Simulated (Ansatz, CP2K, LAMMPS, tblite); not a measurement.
## Amorphous polyfuran (as short chains C26O6H18) at 500 K (150 atoms): runs against a plane-wave reference

Density of this cell: 1.17 g/cm³. The cell holds 150 atoms: 78 C, 18 O and 54 H. Its edges and angles: a = 12.200 Å, b = 12.200 Å, c = 12.200 Å, α = 90.0°, β = 90.0°, γ = 90.0°. 3 polyfuran chains of 6 units with methyl end groups placed at random, at 1.17 g/cm³; overlaps pushed apart, then 20 ps at 800 K with MMFF94 bonds, angles, torsions, charges and radii (Halgren, J. Comput. Chem. 17, 490 (1996)) in harmonic and 12-6 forms. Snapshot after 30 ps at 500 K and fixed volume.

Geometry: as built.

The reference, a calculation:

- method: Kohn-Sham DFT, PBE, PAW, plane waves (Ansatz 0.2.0); cutoff 420 eV, Γ point, fermi-dirac smearing of 0.05 eV; PAW set soft_2
- r.m.s. force component: 1.382 eV/Å
- longest force: 6.531 eV/Å
- pressure: 3.717 GPa
- gap (highest filled to lowest empty level): 1.472 eV
- SCF cycles: 11
- time: 25 s on 4 threads of Arm Neoverse V2, shared host
- CPU time: 95 s

**Question.** The same geometry is run in other programs. How far does each lie from the reference, and what does it cost?
- CP2K PBE, SZV-MOLOPT-SR, 600/50 Ry, TRS4 filter 1e-04, SCF 1e-05 (CP2K 2026.2; 2 threads)
- CP2K PBE, DZVP-MOLOPT-SR, 600/50 Ry, diagonalisation (CP2K 2026.2; 2 threads)
- CP2K GFN1-xTB, diagonalisation (CP2K 2026.2; 2 threads)
- CP2K PBE, SZV-MOLOPT-SR, 600/50 Ry, TRS4 filter 1e-05, SCF 1e-06 (CP2K 2026.2; 2 threads)
- CP2K PBE, DZVP-MOLOPT-SR, 210/50 Ry, diagonalisation (CP2K 2026.2; 2 threads)
- CP2K PBE, SZV-MOLOPT-SR, 600/50 Ry, diagonalisation (CP2K 2026.2; 2 threads)
- CP2K RPBE, PBE potentials, DZVP-MOLOPT-SR, 600/50 Ry, diagonalisation (CP2K 2026.2; 2 threads)
- CP2K PBE, SZV-MOLOPT-SR, 600/50 Ry, TRS4 filter 1e-03, SCF 1e-04 (CP2K 2026.2; 2 threads)
- tblite GFN2-xTB (tblite 0.8.0; 1 thread)

Differences are against the plane-wave reference, forces as r.m.s. over components; share is that over the reference's r.m.s. force, slope the least-squares factor from reference forces to these. Total energies of different programs have different zeros and aren't compared.

```tsv
run	Δ force, r.m.s. (meV/Å)	share (%)	slope	Δ pressure (GPa)	Δ gap (eV)	cores	CPU time	memory (GiB)
reference	-	-	-	-	-	4	95 s	2.3
CP2K PBE, SZV-MOLOPT-SR, 600/50 Ry, TRS4 filter 1e-04, SCF 1e-05 (coarse)	1548	112	1.381	8.94	-	2	71 s	2.2
CP2K PBE, DZVP-MOLOPT-SR, 600/50 Ry, diagonalisation	121	8.76	1.027	0.553	0.0345	2	6.6 min	4.1
CP2K GFN1-xTB, diagonalisation	328	23.7	0.954	-2.39	-	2	26 s	0.25
CP2K PBE, SZV-MOLOPT-SR, 600/50 Ry, TRS4 filter 1e-05, SCF 1e-06 (coarse)	1512	109	1.383	9.11	-	2	1.9 min	2.2
CP2K PBE, DZVP-MOLOPT-SR, 210/50 Ry, diagonalisation (coarse)	134	9.72	1.027	0.611	0.0339	2	4.9 min	1.2
CP2K PBE, SZV-MOLOPT-SR, 600/50 Ry, diagonalisation (coarse)	1520	110	1.383	9.06	0.354	2	4.2 min	4.0
CP2K RPBE, PBE potentials, DZVP-MOLOPT-SR, 600/50 Ry, diagonalisation	151	10.9	1.026	1.20	0.0462	2	6.6 min	4.1
CP2K PBE, SZV-MOLOPT-SR, 600/50 Ry, TRS4 filter 1e-03, SCF 1e-04 (coarse)	1663	120	1.371	8.71	-	2	46 s	2.2
tblite GFN2-xTB	391	28.3	0.926	-3.31	-	1	11 s	0.2
```

Rows marked coarse were listed beforehand as settings not expected to be converged; some can still land near the reference.

CPU time is summed over cores on a shared host, where runs went side by side, so it is rough. Symmetry, cutoffs, thresholds, outputs and thread counts weren't matched or tuned between programs; memory under MPI is the largest rank's times the ranks.

The PBE run in local orbitals, coarse settings apart, differs by 8.8 % (CP2K PBE, DZVP-MOLOPT-SR, 600/50 Ry, diagonalisation); basis, grid and potentials can all enter. Tight binding differs by 24 % (CP2K GFN1-xTB, diagonalisation) to 28 % (tblite GFN2-xTB); it is another model, with fitted parameters of its own, and the xTB methods hold dispersion. Rows with another functional or a dispersion term differ by 11 % (CP2K RPBE, PBE potentials, DZVP-MOLOPT-SR, 600/50 Ry, diagonalisation), which mixes the change of model with differences of basis and potentials, some of them made for another functional. CP2K GFN1-xTB, diagonalisation needed 161 SCF steps, so its time overstates the method's usual cost. Periodic xTB results under one method name differ between programs and library versions. The network of contacts between molecules at the start is that of the classical potential that made the cell, and needn't be the one that DFT or experiment would give. The electronic-structure runs sample only Γ, in a cell whose shortest periodic width is 12 Å.

[Logs are printed without paths, hosts, clocks, repeated set-up lines and the standing remarks that a program may print on its own settings, such as how far it seeks lower states.]

[Hosts, paths, dates, database ids (printed as entryN), source tags and the programs' standing remarks are cut or masked in the printed files.]

[The MMFF94 radii named for the starting cell were scaled by 0.96; in molecules described by MMFF94, hydrogen bound to N, O or S took a small fixed 12-6 site in their place.]
